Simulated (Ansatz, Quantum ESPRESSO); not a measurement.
# Al: work function by face, part 2 of 6

Wanted: work functions of Al face by face, under two functionals.

Quantum ESPRESSO 7.5; plane-wave DFT, PBE, GBRV ultrasoft pseudopotentials; geometry and cross-check by Ansatz 0.2.0 with PAW datasets.

So far. Step 2 (Relaxation with Ansatz of (111)):  Held were the atoms numbered 3; the forces quoted are those on the free ones.

**3. Self-consistent run of (111), PBE**

Both faces of the slab are alike, so a plain periodic cell serves and symmetry is kept.

Level of this step: plane-wave DFT, PBE, GBRV ultrasoft pseudopotentials (Quantum ESPRESSO 7.5).

Input file 111.pbe.in:

```
&control
  prefix = '111.pbe'
  outdir = './out'
  pseudo_dir = './pseudo'
  calculation = 'scf'
  tprnfor = .true.
/
&system
  ibrav = 0
  nat = 5
  ntyp = 1
  ecutwfc = 40
  ecutrho = 200
  occupations = 'smearing'
  smearing = 'mv'
  degauss = 0.02
/
&electrons
  conv_thr = 1e-07
  mixing_beta = 0.4
  electron_maxstep = 120
  mixing_mode = 'local-TF'
/
ATOMIC_SPECIES
  Al  26.9815  al_pbe_v1.uspp.F.UPF
CELL_PARAMETERS angstrom
  2.86378246382125 0.00000000000000 0.00000000000000
  1.43189123191063 2.48010836458159 0.00000000000000
  0.00000000000000 0.00000000000000 25.35307436090000
ATOMIC_POSITIONS crystal
  Al  0.666666666667 0.666666666667 0.315005921511
  Al  0.000000000000 0.000000000000 0.408102120770
  Al  0.333333333333 0.333333333333 0.500000000000
  Al  0.666666666667 0.666666666667 0.591897844349
  Al  0.000000000000 -0.000000000000 0.684994188713
K_POINTS automatic
  12 12 1 0 0 0
```

The run is started by

```sh
$ OMP_NUM_THREADS=1 mpirun -n 2 pw.x -nk 2 -in 111.pbe.in > 111.pbe.out
```

Log:

```text
Program PWSCF v.7.5 starts
[citation notice left out]

     Parallel version (MPI & OpenMP), running on       2 processor cores
     Number of MPI processes:                 2
     Threads/MPI process:                     1

     MPI processes distributed on     1 nodes
[...]
Current dimensions of program PWSCF are:
     Max number of different atomic species (ntypx) = 10
     Max number of k-points (npk) =  40000
     Max angular momentum in pseudopotentials (lmaxx) =  4
     Message from routine setup:
     using ibrav=0 with symmetry is DISCOURAGED, use correct ibrav instead

     K-points division:     npool     =       2
     Subspace diagonalization in iterative solution of the eigenvalue problem:
     a serial algorithm will be used

     G-vector sticks info
     --------------------
     sticks:   dense  smooth     PW     G-vecs:    dense   smooth      PW
     Sum         409     313    109                57983    41341    7729

     Using Slab Decomposition

     bravais-lattice index     =            0
     lattice parameter (alat)  =       5.4118  a.u.
     unit-cell volume          =    1215.1724 (a.u.)^3
     number of atoms/cell      =            5
     number of atomic types    =            1
     number of electrons       =        15.00
     number of Kohn-Sham states=           12
     kinetic-energy cutoff     =      40.0000  Ry
     charge density cutoff     =     200.0000  Ry
     scf convergence threshold =      1.0E-07
     mixing beta               =       0.4000
     number of iterations used =            8  local-TF  mixing
     Exchange-correlation= SLA  PW   PBE  PBE
                           (   1   4   3   4   0   0   0)

     celldm(1)=   5.411765  celldm(2)=   0.000000  celldm(3)=   0.000000
     celldm(4)=   0.000000  celldm(5)=   0.000000  celldm(6)=   0.000000

     crystal axes: (cart. coord. in units of alat)
               a(1) = (   1.000000   0.000000   0.000000 )
               a(2) = (   0.500000   0.866025   0.000000 )
               a(3) = (   0.000000   0.000000   8.853003 )

     reciprocal axes: (cart. coord. in units 2 pi/alat)
               b(1) = (  1.000000 -0.577350  0.000000 )
               b(2) = (  0.000000  1.154701  0.000000 )
               b(3) = (  0.000000  0.000000  0.112956 )

     PseudoPot. # 1 for Al read from file:
     ./pseudo/al_pbe_v1.uspp.F.UPF
     Pseudo is Ultrasoft + core correction, Zval =  3.0
     Generated by new atomic code, or converted to UPF format
     Using radial grid of  893 points,  3 beta functions with:
                l(1) =   0
                l(2) =   1
                l(3) =   2
     Q(r) pseudized with  8 coefficients,  rinner =    0.900   0.900   0.900
                                                       0.900   0.900

     atomic species   valence    mass     pseudopotential
     Al                3.00    26.98150     Al( 1.00)

     12 Sym. Ops., with inversion, found ( 6 have fractional translation)

   Cartesian axes

     site n.     atom                  positions (alat units)
         1        Al     tau(   1) = (   1.0000000   0.5773503   2.7887483  )
         2        Al     tau(   2) = (   0.0000000   0.0000000   3.6129292  )
         3        Al     tau(   3) = (   0.5000000   0.2886751   4.4265014  )
         4        Al     tau(   4) = (   1.0000000   0.5773503   5.2400733  )
         5        Al     tau(   5) = (   0.0000000   0.0000000   6.0642555  )

     number of k points=    19  Marzari-Vanderbilt smearing, width (Ry)=  0.0200
                       cart. coord. in units 2pi/alat
        k(    1) = (   0.0000000   0.0000000   0.0000000), wk =   0.0138889
        k(    2) = (   0.0000000   0.0962250   0.0000000), wk =   0.0833333
        k(    3) = (   0.0000000   0.1924501   0.0000000), wk =   0.0833333
        k(    4) = (   0.0000000   0.2886751   0.0000000), wk =   0.0833333
        k(    5) = (   0.0000000   0.3849002   0.0000000), wk =   0.0833333
        k(    6) = (   0.0000000   0.4811252   0.0000000), wk =   0.0833333
        k(    7) = (   0.0000000  -0.5773503   0.0000000), wk =   0.0416667
        k(    8) = (   0.0833333   0.1443376   0.0000000), wk =   0.0833333
        k(    9) = (   0.0833333   0.2405626   0.0000000), wk =   0.1666667
        k(   10) = (   0.0833333   0.3367877   0.0000000), wk =   0.1666667
[...]
k(   19) = (   0.3333333  -0.5773503   0.0000000), wk =   0.0277778

     Dense  grid:    57983 G-vectors     FFT dimensions: (  27,  27, 216)

     Smooth grid:    41341 G-vectors     FFT dimensions: (  24,  24, 200)

     Estimated max dynamical RAM per process >      81.88 MB

     Estimated total dynamical RAM >     149.60 MB

     Initial potential from superposition of free atoms

     starting charge      14.9877, renormalised to      15.0000

     negative rho (up, down):  1.593E-04 0.000E+00
     Starting wfcs are   20 randomized atomic wfcs

     total cpu time spent up to now is        0.7 secs

     per-process dynamical memory:    46.7 Mb

     Self-consistent Calculation

     iteration #  1     ecut=    40.00 Ry     beta= 0.40
     Davidson diagonalization with overlap
     ethr =  1.00E-02,  avg # of iterations =  4.0

     negative rho (up, down):  3.164E-06 0.000E+00

     total cpu time spent up to now is        2.3 secs

     total energy              =     -33.50653341 Ry
     estimated scf accuracy    <       0.36153008 Ry

     iteration #  2     ecut=    40.00 Ry     beta= 0.40
[...]
negative rho (up, down):  4.422E-04 0.000E+00

[...]
total energy              =     -33.46860499 Ry
     estimated scf accuracy    <       0.22492268 Ry

     iteration #  3     ecut=    40.00 Ry     beta= 0.40
[...]
total energy              =     -33.48664654 Ry
     estimated scf accuracy    <       0.01676513 Ry

     iteration #  4     ecut=    40.00 Ry     beta= 0.40
[...]
negative rho (up, down):  5.780E-06 0.000E+00

[...]
total energy              =     -33.48672793 Ry
     estimated scf accuracy    <       0.02187279 Ry

     iteration #  5     ecut=    40.00 Ry     beta= 0.40
[...]
total energy              =     -33.48744414 Ry
     estimated scf accuracy    <       0.00698176 Ry

     iteration #  6     ecut=    40.00 Ry     beta= 0.40
[...]
negative rho (up, down):  1.026E-08 0.000E+00

[...]
total energy              =     -33.48613517 Ry
     estimated scf accuracy    <       0.00592544 Ry

     iteration #  7     ecut=    40.00 Ry     beta= 0.40
[...]
negative rho (up, down):  1.661E-05 0.000E+00

[...]
total energy              =     -33.48625780 Ry
     estimated scf accuracy    <       0.00116179 Ry

     iteration #  8     ecut=    40.00 Ry     beta= 0.40
[...]
negative rho (up, down):  6.218E-03 0.000E+00

[...]
total energy              =     -33.48597555 Ry
     estimated scf accuracy    <       0.00319959 Ry

     iteration #  9     ecut=    40.00 Ry     beta= 0.40
[...]
negative rho (up, down):  1.203E-03 0.000E+00

[...]
total energy              =     -33.48619933 Ry
     estimated scf accuracy    <       0.00007070 Ry

     iteration # 10     ecut=    40.00 Ry     beta= 0.40
[...]
negative rho (up, down):  3.427E-04 0.000E+00

[...]
total energy              =     -33.48619685 Ry
     estimated scf accuracy    <       0.00012063 Ry

     iteration # 11     ecut=    40.00 Ry     beta= 0.40
[...]
negative rho (up, down):  1.934E-04 0.000E+00

[...]
total energy              =     -33.48620551 Ry
     estimated scf accuracy    <       0.00000112 Ry

     iteration # 12     ecut=    40.00 Ry     beta= 0.40
[...]
negative rho (up, down):  1.869E-04 0.000E+00

[...]
total energy              =     -33.48620587 Ry
     estimated scf accuracy    <       0.00000070 Ry

     iteration # 13     ecut=    40.00 Ry     beta= 0.40
[...]
negative rho (up, down):  1.827E-04 0.000E+00

[...]
total energy              =     -33.48620596 Ry
     estimated scf accuracy    <       0.00000013 Ry

     iteration # 14     ecut=    40.00 Ry     beta= 0.40
[...]
negative rho (up, down):  1.848E-04 0.000E+00

[...]
End of self-consistent calculation

          k = 0.0000 0.0000 0.0000 (  5293 PWs)   bands (ev):

    -9.4251  -8.7076  -7.6066  -6.1119  -4.1833  -2.1451   0.2867   2.6398
     4.4794   5.4550   5.6340   7.1572

          k = 0.0000 0.0962 0.0000 (  5287 PWs)   bands (ev):

    -9.2582  -8.5412  -7.4411  -5.9476  -4.0196  -1.9871   0.4431   2.7935
     4.6372   5.6176   5.7974   7.3082

          k = 0.0000 0.1925 0.0000 (  5235 PWs)   bands (ev):

    -8.7582  -8.0429  -6.9456  -5.4557  -3.5306  -1.5145   0.9077   3.2407
     5.0810   6.0625   6.2532   6.7300

          k = 0.0000 0.2887 0.0000 (  5207 PWs)   bands (ev):

    -7.9282  -7.2159  -6.1235  -4.6406  -2.7234  -0.7322   1.6409   3.4367
     4.2371   4.3737   5.3477   5.9801

          k = 0.0000 0.3849 0.0000 (  5190 PWs)   bands (ev):

    -6.7734  -6.0656  -4.9811  -3.5112  -1.6232   0.2848   0.9624   1.6750
     2.6794   2.9767   4.0927   5.2175

          k = 0.0000 0.4811 0.0000 (  5162 PWs)   bands (ev):

    -5.3018  -4.6010  -3.5313  -2.1078  -1.4675  -0.8722  -0.0759   0.5061
     1.8048   1.8421   3.6310   4.2677

[...]
the Fermi energy is     1.4632 ev

!    total energy              =     -33.48620598 Ry
     estimated scf accuracy    <       0.00000001 Ry
     smearing contrib. (-TS)   =      -0.00031847 Ry
     internal energy E=F+TS    =     -33.48588751 Ry

     The total energy is F=E-TS. E is the sum of the following terms:
     one-electron contribution =    -245.05189274 Ry
     hartree contribution      =     126.45830234 Ry
     xc contribution           =     -21.27993923 Ry
     ewald contribution        =     106.38764212 Ry

     convergence has been achieved in  14 iterations

     negative rho (up, down):  1.848E-04 0.000E+00

     Forces acting on atoms (cartesian axes, Ry/au):

     atom    1 type  1   force =     0.00000000    0.00000000    0.00001245
     atom    2 type  1   force =     0.00000000   -0.00000000   -0.00009723
     atom    3 type  1   force =     0.00000000   -0.00000000    0.00000000
     atom    4 type  1   force =     0.00000000   -0.00000000    0.00009723
     atom    5 type  1   force =     0.00000000    0.00000000   -0.00001245

     Total force =     0.000139     Total SCF correction =     0.000203
     SCF correction compared to forces is large: reduce conv_thr to get better values

[...]
=------------------------------------------------------------------------------=
   JOB DONE.
=------------------------------------------------------------------------------=
```

Wall time 18 s (2 MPI ranks of Arm Neoverse V2, shared host); peak memory 0.22 GiB; 36 s of CPU time.

Read from the output:

* free energy: -455.6030 eV
* Fermi energy: 1.463 eV

**4. Electrostatic potential of (111)**

plot_num = 11 writes the bare and Hartree potential. It leaves out exchange and correlation, which fade slowly, so it flattens close to the surface.

Input file 111.pbe.pot.in:

```
&inputpp
  prefix = '111.pbe'
  outdir = './out'
  filplot = '111.pbe.pot.dat'
  plot_num = 11
/
```

The run is started by

```sh
$ OMP_NUM_THREADS=1 mpirun -n 2 pp.x -in 111.pbe.pot.in > 111.pbe.pot.out
```

Log:

```text
[banner, memory and clock lines left out]
Program POST-PROC v.7.5 starts

          URL

     ./out/111.pbe.save/

     IMPORTANT: XC functional enforced from input :
     Exchange-correlation= PBE
                           (   1   4   3   4   0   0   0)
     Any further DFT definition will be discarded
     Please, verify this is what you really want

     negative rho (up, down):  1.848E-04 0.000E+00

     Calling punch_plot, plot_num =  11
     Writing data to file  111.pbe.pot.dat
     Message from routine chdens:
     namelist plot not found or invalid, exiting
```

Elapsed: 0.76 s, on 2 MPI ranks; peak memory 0.09 GiB; 1.4 s of CPU time.

Read from the output:

```
work function of the upper face                                       : 4.103 eV
slope of the potential above                                          : 2.84e-4 eV/Å
upper vacuum line continued to the top atoms, over the Fermi level    : 4.102 eV
work function of the lower face                                       : 4.103 eV
slope of the potential below                                          : -2.32e-4 eV/Å
lower vacuum line continued to the bottom atoms, over the Fermi level : 4.102 eV
```

The potential energy, planar mean oscillates, so the rows of the table below give means over windows of 2.35 Å about each position, cut where the curve ends. Its maxima inside the range that stand out by 2 % of the span (Å: eV): 9.2: -0.361, 11.5: -0.507, 13.9: -0.507, 16.2: -0.361. Its minima: 8.0: -14.2, 10.3: -14.2, 12.7: -14.3, 15.0: -14.2, 17.4: -14.2.

Electrostatic potential energy of an electron; zero at the Fermi level. Potential energy, planar mean against z; means over each step:

```tsv
z (Å)	potential energy, planar mean (eV)
1.18	4.10
3.53	4.10
5.88	3.24
8.23	-6.64
10.58	-6.73
12.93	-6.75
15.28	-6.70
17.63	-6.22
19.98	3.84
22.33	4.10
24.68	4.10
```

**5. Self-consistent run of (111), LDA**

The same atoms under a second functional.

Level of this step: plane-wave DFT, LDA, GBRV ultrasoft pseudopotentials (Quantum ESPRESSO 7.5).

111.lda.in, as its differences from the input of step 3:

```diff
@@ -1,3 +1,3 @@
 &control
-  prefix = '111.pbe'
+  prefix = '111.lda'
   outdir = './out'
@@ -24,3 +24,3 @@
 ATOMIC_SPECIES
-  Al  26.9815  al_pbe_v1.uspp.F.UPF
+  Al  26.9815  al_lda_v1.uspp.F.UPF
 CELL_PARAMETERS angstrom
```

The run is started by

```sh
$ OMP_NUM_THREADS=1 mpirun -n 2 pw.x -nk 2 -in 111.lda.in > 111.lda.out
```

Log:

```text
[banner, memory and clock lines left out]
Program PWSCF v.7.5 starts
[...]
Message from routine setup:
[...]
number of electrons       =        15.00
     number of Kohn-Sham states=           12
     kinetic-energy cutoff     =      40.0000  Ry
     charge density cutoff     =     200.0000  Ry
[...]
number of k points=    19  Marzari-Vanderbilt smearing, width (Ry)=  0.0200
[...]
Dense  grid:    57983 G-vectors     FFT dimensions: (  27,  27, 216)
[...]
negative rho (up, down):  1.688E-04 0.000E+00
     Starting wfcs are   20 randomized atomic wfcs
[...]
negative rho (up, down):  6.681E-06 0.000E+00
[...]
estimated scf accuracy    <       0.36672296 Ry
[...]
negative rho (up, down):  6.348E-04 0.000E+00
[...]
estimated scf accuracy    <       0.22697723 Ry
[...]
estimated scf accuracy    <       0.01714937 Ry
[...]
negative rho (up, down):  1.680E-05 0.000E+00
[...]
estimated scf accuracy    <       0.02219946 Ry
[...]
estimated scf accuracy    <       0.00631129 Ry
[...]
negative rho (up, down):  1.363E-08 0.000E+00
[...]
estimated scf accuracy    <       0.00454825 Ry
[...]
negative rho (up, down):  1.413E-03 0.000E+00
[...]
estimated scf accuracy    <       0.00123457 Ry
[...]
negative rho (up, down):  6.162E-03 0.000E+00
[...]
estimated scf accuracy    <       0.00179232 Ry
[...]
negative rho (up, down):  9.987E-04 0.000E+00
[...]
estimated scf accuracy    <       0.00010352 Ry
[...]
negative rho (up, down):  3.443E-04 0.000E+00
[...]
estimated scf accuracy    <       0.00014319 Ry
[...]
negative rho (up, down):  2.129E-04 0.000E+00
[...]
estimated scf accuracy    <       0.00000165 Ry
[...]
negative rho (up, down):  2.102E-04 0.000E+00
[...]
estimated scf accuracy    <       0.00000032 Ry
[...]
negative rho (up, down):  2.028E-04 0.000E+00
[...]
estimated scf accuracy    <       0.00000013 Ry
[...]
negative rho (up, down):  2.044E-04 0.000E+00
[...]
the Fermi energy is     1.2753 ev
!    total energy              =     -33.15473249 Ry
     estimated scf accuracy    <          9.9E-10 Ry
     smearing contrib. (-TS)   =      -0.00054388 Ry
     internal energy E=F+TS    =     -33.15418860 Ry
[...]
one-electron contribution =    -245.08230242 Ry
     hartree contribution      =     126.48433363 Ry
     xc contribution           =     -20.94386193 Ry
     ewald contribution        =     106.38764212 Ry
     convergence has been achieved in  14 iterations
     negative rho (up, down):  2.044E-04 0.000E+00
[...]
Total force =     0.007987     Total SCF correction =     0.000041
[...]
```

Run time: 18 s. Hardware: 2 MPI ranks; peak memory 0.22 GiB.

This step gave:

* free energy: -451.0931 eV
* Fermi energy: 1.275 eV

**6. Electrostatic potential of (111)**

Input file 111.lda.pot.in:

```
&inputpp
  prefix = '111.lda'
  outdir = './out'
  filplot = '111.lda.pot.dat'
  plot_num = 11
/
```

The run is started by

```sh
$ OMP_NUM_THREADS=1 mpirun -n 2 pp.x -in 111.lda.pot.in > 111.lda.pot.out
```

Elapsed: 0.76 s, on 2 MPI ranks; peak memory 0.1 GiB.

This step gave:

| Item | Value |
| --- | --- |
| work function of the upper face | 4.274 eV |
| slope of the potential above | 2.62e-4 eV/Å |
| upper vacuum line continued to the top atoms, over the Fermi level | 4.273 eV |
| work function of the lower face | 4.274 eV |
| slope of the potential below | -2.15e-4 eV/Å |
| lower vacuum line continued to the bottom atoms, over the Fermi level | 4.273 eV |

On (111) the work function under LDA lies +0.17 eV from PBE's.

(Part 2 of 6 ends here.)

[Logs are printed without paths, hosts, clocks, repeated set-up lines and the standing remarks that a program may print on its own settings, such as how far it seeks lower states.]

[Hosts, paths, dates, database ids (printed as entryN), source tags and the programs' standing remarks are cut or masked in the printed files.]

[Maps of the electrostatic potential energy from Ansatz leave out the sawtooth potential of an applied field or a dipole correction, so their vacuum need not be flat; planar profiles and work functions include it.]
